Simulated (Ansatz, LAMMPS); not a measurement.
# Relaxing glassy 79SiO2-7BaO-7CaO-7Na2O (mol %) (166 atoms)

Wanted: the relaxed structure of glassy 79SiO2-7BaO-7CaO-7Na2O (mol %) (166 atoms) and its electronic structure.

Calculated with Ansatz 0.2.0; Kohn-Sham DFT, PBE, PAW (set soft_2), plane waves.

**1. The starting structure**

The cell holds 166 atoms: 46 Si, 4 Ba, 4 Ca, 8 Na and 104 O. Cell: a = 13.295 Å, b = 13.295 Å, c = 13.295 Å, α = 90.0°, β = 90.0°, γ = 90.0°. 166 atoms (46 Si, 4 Ba, 4 Ca, 8 Na, 104 O) placed at random at 2.6 g/cm³, melted at 4000 K for 10 ps at fixed volume with the Morse and Coulomb pair potential with partial charges (Pedone, Malavasi, Menziani, Cormack and Segre, J. Phys. Chem. B 110, 11780 (2006)). Quenched from 4000 K to 300 K at 50 K/ps and fixed volume, held 10 ps at zero pressure.

Limits known from the start: The quench rate of 50 K/ps far exceeds what a furnace or splat quench reaches, so expect more defects and frozen-in strain than in a real sample. The network of bonds at the start is that of the classical potential that made the cell. Sampling is at Γ alone, for a cell whose shortest periodic width is 13 Å. Spin–orbit coupling is left out, which matters for the levels of the heavy elements.

**2. How the cell was made**

A classical potential makes the cell, at a small fraction of what the same run would cost in DFT.

This step: classical MD, Morse and Coulomb pair potential with partial charges (Pedone, Malavasi, Menziani, Cormack and Segre, J. Phys. Chem. B 110, 11780 (2006)) (LAMMPS 22 Jul 2025 - Update 4).

in.lmp reads:

```
# melt-quench of Si46Ba4Ca4Na8O104
units metal
atom_style charge
boundary p p p
region box block 0 13.5017 0 13.5017 0 13.5017
create_box 5 box
mass 1 28.0850   # Si
mass 2 137.3270   # Ba
mass 3 40.0780   # Ca
mass 4 22.9898   # Na
mass 5 15.9990   # O
create_atoms 1 random 46 341469 NULL overlap 1.5 maxtry 2000
create_atoms 2 random 4 341476 NULL overlap 1.5 maxtry 2000
create_atoms 3 random 4 341483 NULL overlap 1.5 maxtry 2000
create_atoms 4 random 8 341490 NULL overlap 1.5 maxtry 2000
create_atoms 5 random 104 341497 NULL overlap 1.5 maxtry 2000
pair_style hybrid/overlay pedone 5.5 coul/long 8.0
pair_coeff * * coul/long
pair_coeff 1 5 pedone 0.340554 2.006700 2.100000 1   # Si-O
pair_coeff 2 5 pedone 0.065011 1.547596 3.393410 5   # Ba-O
pair_coeff 3 5 pedone 0.030211 2.241334 2.923245 5   # Ca-O
pair_coeff 4 5 pedone 0.023363 1.763867 3.006315 5   # Na-O
pair_coeff 5 5 pedone 0.042395 1.379316 3.618701 22   # O-O
set type 1 charge 2.4
set type 2 charge 1.2
set type 3 charge 1.2
set type 4 charge 0.6
set type 5 charge -1.2
kspace_style pppm 1.0e-4
neigh_modify delay 0 every 1 check yes
thermo_style custom step time temp pe press density
thermo_modify norm yes
timestep 0.002
thermo 100
# [... 15 lines left out ...]
fix md all nvt temp 4000 300 0.2
run 37000 post no
unfix md
thermo 1666
fix md all npt temp 300 300 0.2 iso 0 0 2
run 5000 post no
unfix md
write_dump all custom glass.dump id type xs ys zs modify sort id
```

The run is started by

```
lmp -in in.lmp -log none -nocite
```

Numbers of over 12 decimals in the logs are rounded to 6 here.

What it wrote:

```text
LAMMPS (22 Jul 2025 - Update 4)
Created orthogonal box = (0 0 0) to (13.5017 13.5017 13.5017)
Created 46 atoms
Created 4 atoms
Created 4 atoms
Created 8 atoms
Created 104 atoms
PPPM initialization ...
  G vector (1/distance) = 0.3832672
  grid = 15 15 15
  estimated relative force accuracy = 5.5464487e-05
   Step          Time           Temp          PotEng         Press         Density
         0   0              0             -3.5993431      434069.67      2.5969911
       100   0.2            0             -15.50555      -3542.49        2.5969911
Loop time of 0.516963 s on 1 MPI rank(s) for 100 steps with 166 atoms
Minimization stats:
  Stopping criterion = energy tolerance
  Energy initial, next-to-last, final =
     -3.59934310278704  -15.5040155948532  -15.5055501009426
  Force two-norm initial, final = 360.96262 2.7746786
  Iterations, force evaluations = 100 125
   Step          Time           Temp          PotEng         Press         Density
[... 7 lines left out ...]
      2499   4.998          4353.6286     -15.051979     -4185.3439      2.5969911
      3332   6.664          4328.49       -14.970446      28641.533      2.5969911
      4165   8.33           4487.347      -15.020544      29147.338      2.5969911
      4998   9.996          4030.7524     -15.024264      13966.413      2.5969911
      5831   11.662         4174.8252     -15.074798      37044.169      2.5969911
[... 1 line left out ...]
Loop time of 13.1277 s on 1 MPI rank(s) for 5000 steps with 166 atoms
   Step          Time           Temp          PotEng         Press         Density
[... 12 lines left out ...]
Loop time of 105.435 s on 1 MPI rank(s) for 37000 steps with 166 atoms
   Step          Time           Temp          PotEng         Press         Density
[... 1 line left out ...]
     43316   86.632         284.39096     -15.676721     -1329.2988      2.6704962
     44982   89.964         312.44338     -15.676525      792.53796      2.7016095
     46648   93.296         285.1055      -15.672318      6161.4589      2.7243332
     48000   96             332.69709     -15.67886       3645.3637      2.7202612
Loop time of 16.8929 s on 1 MPI rank(s) for 5000 steps with 166 atoms
```

It took 2.3 min on 1 thread of Intel Xeon at 2.80GHz (Skylake/Cascade Lake), shared host; peak memory 0.36 GiB.

**3. Single point at the start**

The forces at the start show how far the geometry lies from a minimum of this functional.

input.yaml reads:

```yaml
crystal:
  lattice:
    - [13.29459, 0.0, 0.0]
    - [0.0, 13.29459, 0.0]
    - [0.0, 0.0, 13.29459]
  atoms:
    - { symbol: Si, position: [0.41633, 0.44553, 0.58535] }
    - { symbol: Si, position: [0.40864, 0.65011, 0.02211] }
    - { symbol: Si, position: [0.16787, 0.70759, 0.64338] }
    - { symbol: Si, position: [0.39479, 0.33727, 0.07763] }
    - { symbol: Si, position: [0.07318, 0.89984, 0.97043] }
    - { symbol: Si, position: [0.5448, 0.47393, 0.9461] }
    - { symbol: Si, position: [0.73725, 0.31879, 0.50918] }
    - { symbol: Si, position: [0.99772, 0.86494, 0.59101] }
    - { symbol: Si, position: [0.31294, 0.21363, 0.39487] }
    - { symbol: Si, position: [0.53461, 0.71793, 0.73531] }
    - { symbol: Si, position: [0.26132, 0.44537, 0.76485] }
    - { symbol: Si, position: [0.65174, 0.35927, 0.76974] }
    - { symbol: Si, position: [0.42108, 0.03961, 0.72802] }
    - { symbol: Si, position: [0.69452, 0.06484, 0.23391] }
    - { symbol: Si, position: [0.22705, 0.2214, 0.99133] }
    - { symbol: Si, position: [0.73166, 0.14133, 0.01419] }
    - { symbol: Si, position: [0.52478, 0.80637, 0.15903] }
    - { symbol: Si, position: [0.7405, 0.73266, 0.09679] }
    - { symbol: Si, position: [0.29264, 0.45439, 0.39179] }
    - { symbol: Si, position: [0.26778, 0.50863, 0.16162] }
    - { symbol: Si, position: [0.10821, 0.50237, 0.52575] }
    - { symbol: Si, position: [0.92716, 0.07887, 0.89058] }
    - { symbol: Si, position: [0.48809, 0.23546, 0.6487] }
    - { symbol: Si, position: [0.16352, 0.18233, 0.21834] }
    - { symbol: Si, position: [0.83504, 0.32988, 0.10567] }
    - { symbol: Si, position: [0.66966, 0.84304, 0.8907] }
    - { symbol: Si, position: [0.55781, 0.04588, 0.9155] }
    - { symbol: Si, position: [0.89357, 0.47226, 0.4203] }
    - { symbol: Si, position: [0.00955, 0.30398, 0.94438] }
    - { symbol: Si, position: [0.4831, 0.88617, 0.55986] }
    - { symbol: Si, position: [0.72482, 0.63291, 0.43811] }
    - { symbol: Si, position: [0.48047, 0.18701, 0.24504] }
    [... 128 atom lines left out ...]
    - { symbol: O, position: [0.93225, 0.33972, 0.03338] }
    - { symbol: O, position: [0.8898, 0.2845, 0.20568] }
    - { symbol: O, position: [0.04129, 0.17339, 0.64463] }
    - { symbol: O, position: [0.43663, 0.19457, 0.35959] }
    - { symbol: O, position: [0.9149, 0.9952, 0.16796] }
    - { symbol: O, position: [0.50481, 0.91315, 0.11182] }
kpoints:
  mp_grid: { grid: [1, 1, 1] }
hamiltonian:
  xc: pbe
scf:
  occupations: { method: gaussian, width: 0.025 }
output:
  forces: true
  stress: true
  populations: intrinsic
  dos:
    method: { smearing: { sigma: 0.1 } }
    de: 0.1
    projected: { site_lists: { Ba: [Ba], Ca: [Ca], Na: [Na], O: [O], Si: [Si] } }
  eigenvalues: true
```

The run is started by

```
ansatz run input.yaml --threads 4 --pin off --max-ram 8192MiB --backend cpu --events-out ev --progress --plain --runs-dir out
```

What it wrote:

```text
Engine: ansatz 0.2.0, aarch64-unknown-linux-gnu
Pseudopotentials: kind: paw
Pseudopotential: Si, paw, valence charge 4, recommended cutoff 420 eV (normal), Si.paw.azcp
Pseudopotential: Ba, paw, valence charge 10, recommended cutoff 420 eV (normal), Ba.paw.azcp
Pseudopotential: Ca, paw, valence charge 10, recommended cutoff 420 eV (normal), Ca.paw.azcp
Pseudopotential: Na, paw, valence charge 9, recommended cutoff 420 eV (normal), Na.paw.azcp
Pseudopotential: O, paw, valence charge 6, recommended cutoff 420 eV (normal), O.paw.azcp
[... 5 lines on functional and potentials left out ...]
Crystal: 166 atoms, lattice volume = 2349.767 Å³
Basis set: ecut = 420 eV, 45961 PW (Γ), exchange–correlation on 180×180×180 points (8 copies of the dense FFT grid, shifted against one another)
Bands: 646, of which v1, the nominal top of the filled ones, is band 480 counted from 1 (479 counted from 0)
Symmetry: 1 space group operations
Space group: P1 (ITA 1), of the structure as read, at distance tolerance 1.3e-4 Å
k-points: 1
[... 11 lines on functional and potentials left out ...]
Initial density: superposition of atomic densities (neutral atoms: chi_scale 0, normalization atom), corrected by the library's trained network
Initial wavefunctions: pseudopotential atomic-orbital guess
Functional: x = pbe(κ = 0.804, μ = 0.219515), c = pbe(β = 0.066725)
SCF iter   1: F=—  HF=-131391.515565 eV  |F-HF|=—  |Δ(HF+E_count)|=         —  Δρ=2.09e-3  dr2=1.81e-1  ethr=1.77e-3  ⟨swp⟩=6.0  Hψ=3072  notcnv=0  defer=153
preconditioner: auto → Resta (q_TF=auto, 2.350 Å⁻¹)  ε∞=3.0  [insulator: Δε(μ)=3.420 eV  Ē_g=16.412 eV  σ=0.025 eV  W_gap=1.00  n_scr=484 (ndim 8)  ℏωp=23.3 eV  f_vac=0.161  D(μ)=0.00/eV (n_scr^D=0)  ε∞_Penn≈3.0]
SCF iter   2: F=—  HF=-131391.503033 eV  |F-HF|=—  |Δ(HF+E_count)|=   1.25e-2  Δρ=1.09e-3  dr2=4.54e-2  ethr=1.88e-5  ⟨swp⟩=2.0  Hψ=1074  notcnv=0  defer=162
SCF iter   3: F=—  HF=-131391.502697 eV  |F-HF|=—  |Δ(HF+E_count)|=   3.36e-4  Δρ=5.52e-4  dr2=1.13e-2  ethr=4.72e-6  ⟨swp⟩=3.0  Hψ=831  notcnv=0  defer=162
SCF iter   4: F=—  HF=-131391.501155 eV  |F-HF|=—  |Δ(HF+E_count)|=   1.54e-3  Δρ=1.93e-4  dr2=1.04e-3  ethr=1.17e-6  ⟨swp⟩=2.0  Hψ=833  notcnv=0  defer=162
SCF iter   5: F=—  HF=-131391.501207 eV  |F-HF|=—  |Δ(HF+E_count)|=   5.22e-5  Δρ=1.18e-4  dr2=2.86e-4  ethr=1.09e-7  ⟨swp⟩=2.0  Hψ=827  notcnv=0  defer=162
SCF iter   6: F=—  HF=-131391.501216 eV  |F-HF|=—  |Δ(HF+E_count)|=   8.93e-6  Δρ=2.64e-5  dr2=1.58e-5  ethr=2.98e-8  ⟨swp⟩=2.0  Hψ=827  notcnv=0  defer=162
SCF iter   7: F=—  HF=-131391.501475 eV  |F-HF|=—  |Δ(HF+E_count)|=   2.58e-4  Δρ=1.33e-5  dr2=3.42e-6  ethr=1.65e-9  ⟨swp⟩=2.0  Hψ=1126  notcnv=0  defer=162
SCF iter   8: F=—  HF=-131391.501476 eV  |F-HF|=—  |Δ(HF+E_count)|=   1.61e-6  Δρ=5.96e-6  dr2=7.18e-7  ethr=3.57e-10  ⟨swp⟩=2.0  Hψ=928  notcnv=0  defer=162
SCF iter   9: F=-131391.501477 eV  HF=-131391.501477 eV  |F-HF|=2.47e-8  |Δ(HF+E_count)|=   1.82e-7  Δρ=1.68e-6  dr2=6.59e-8  ethr=1.04e-11  ⟨swp⟩=20.0  Hψ=4349  notcnv=0
SCF 1 converged in 9 iterations: F = -131391.501477 eV  dr2 = 6.59e-8
  greatest PAW one-centre occupation: 0.999 electrons in one spin orbital (limit 2), on the Na atom at site 59 (counted from 0), in its partial waves of l = 0
SCF converged after 9 iterations
Free energy (F): -131391.501477 eV
Harris-Foulkes:  -131391.501477 eV  (|F-HF|=2.47e-8)
Internal energy: -131391.501477 eV  (E = F + TS)
E sigma→0 (E₀):  -131391.501477 eV
Fermi energy:    5.833689 eV
--- Per-component energies (eV) ---
  E_band       = -5824.483547
  E_kinetic    = 23445.046574
  E_local      = -70872.640713  (includes V_loc(G=0)·N_el)
  E_nonlocal   = 7530.606652
  E_hartree    = 26231.917247
  E_xc         = -11855.675147
  E_vxc        = -13716.411719  (∫ρ·V_xc dr)
  E_paw        = -66580.644069  (= ΣΔE_a)
  E_vpaw       = -4675.188392  (= ΣTr[D̂ρ^β])
  E_aug_tail   = 0.266376  (compensation charges beyond the density's cutoff)
  E_ewald      = -39290.378397
  E_smearing   = -0.000000  (= −TS)
  E_closure    = -0.000000  (closes the sum)
  Σ components = -131391.501477   (vs F -131391.501477, Δ=0.00e0)
--- Forces (eV/Å), atoms counted from 1 ---
  atom   1  Si    -1.96016682    -2.31001702     0.09932283
  atom   2  Si    -0.03484383    -1.70237694    -0.36921557
  atom   3  Si     1.71827464    -0.72301797    -1.31424101
  atom   4  Si     0.75813249    -1.01988930    -2.25175232
  atom   5  Si    -2.53773009     3.35166843     0.72970896
  atom   6  Si    -1.45396908    -1.01217570     2.49271134
  atom   7  Si     0.07231730     0.64347915     1.81484661
  atom   8  Si     2.09206553    -0.58116970     1.16259075
  atom   9  Si     0.18059724     2.56608138    -1.98503490
  atom  10  Si    -1.38542130     3.00577935     0.98755928
  atom  11  Si     2.34340813     0.47139661    -0.74625982
  atom  12  Si    -2.90353672    -1.40562371     1.18294932
  atom  13  Si     0.61063709     0.62055133     2.10187755
  atom  14  Si    -2.11106060     3.69574807    -1.18467153
[...]
atom 165  O      1.19160648    -0.40457904     1.06065952
  atom 166  O      1.10662796     1.96391753    -1.15585413
  max |Σ_I F_I| component: 1.24e-4 eV/Å
--- Stress (GPa, compression-positive) ---
        5.904466       1.170693       0.562497
        1.170693       6.357610      -0.144547
        0.562495      -0.144548       5.375274
  P = ⅓ Tr σ = 5.8791 GPa (58.791 kbar)
--- Band table (eV) ---
  k-point 0: bands = ["-47.1677", "-46.8901", "-46.6151", "-46.1246", [... 630 levels ...], "13.1450", "13.1658", "13.1830", "13.1894", "13.2177", "13.2257", "13.2597", "13.2719", "13.2991", "13.3370", "13.3419", "13.3665"]
--- intrinsic populations: 166 sites ---
  site symbol       q [e]
     0     Si      2.2148
     1     Si      2.2412
     2     Si      2.2363
[...]
165      O      6.9328
  spilling = -0.000000 (of n_electrons = 960.000000)
```

Run time: 70 s. Hardware: 4 threads of Arm Neoverse V2, shared host; peak memory 3.9 GiB.

In the SCF lines HF is the Harris–Foulkes energy and dr2 the Hartree energy of the density residual, in eV; the loop may stop once dr2 is under the threshold and the program's other checks hold. Hψ counts applications of the Hamiltonian.

Read from the output:

```
free energy                                      : -131391.5015 eV
free energy per atom                             : -791.5151 eV/atom
SCF cycles                                       : 9
pressure                                         : 5.879 GPa
r.m.s. force component                           : 1.329 eV/Å
longest force                                    : 4.644 eV/Å
Fermi energy                                     : 5.834 eV
gap (highest filled to lowest empty level) : 3.188 eV
```

The r.m.s. force component of 1.3 eV/Å and the pressure of 5.9 GPa set the starting point.

Length of the force by element:

| element | coordination | atoms | mean length of the force (eV/Å) | spread | least | most |
| --- | --- | --- | --- | --- | --- | --- |
| Ba | all | 4 | 1.23 | 0.354 | 0.792 | 1.64 |
| Ca | all | 4 | 0.921 | 0.625 | 0.546 | 2.00 |
| Na | all | 8 | 0.667 | 0.408 | 0.159 | 1.65 |
| O | all | 104 | 1.90 | 0.898 | 0.488 | 4.64 |
| Si | all | 46 | 2.80 | 0.972 | 1.02 | 4.62 |

(Continued in part 2 of 3.)

[Logs are printed without paths, hosts, clocks, repeated set-up lines and the standing remarks that a program may print on its own settings, such as how far it seeks lower states.]

[Hosts, paths, dates, database ids (printed as entryN), source tags and the programs' standing remarks are cut or masked in the printed files.]
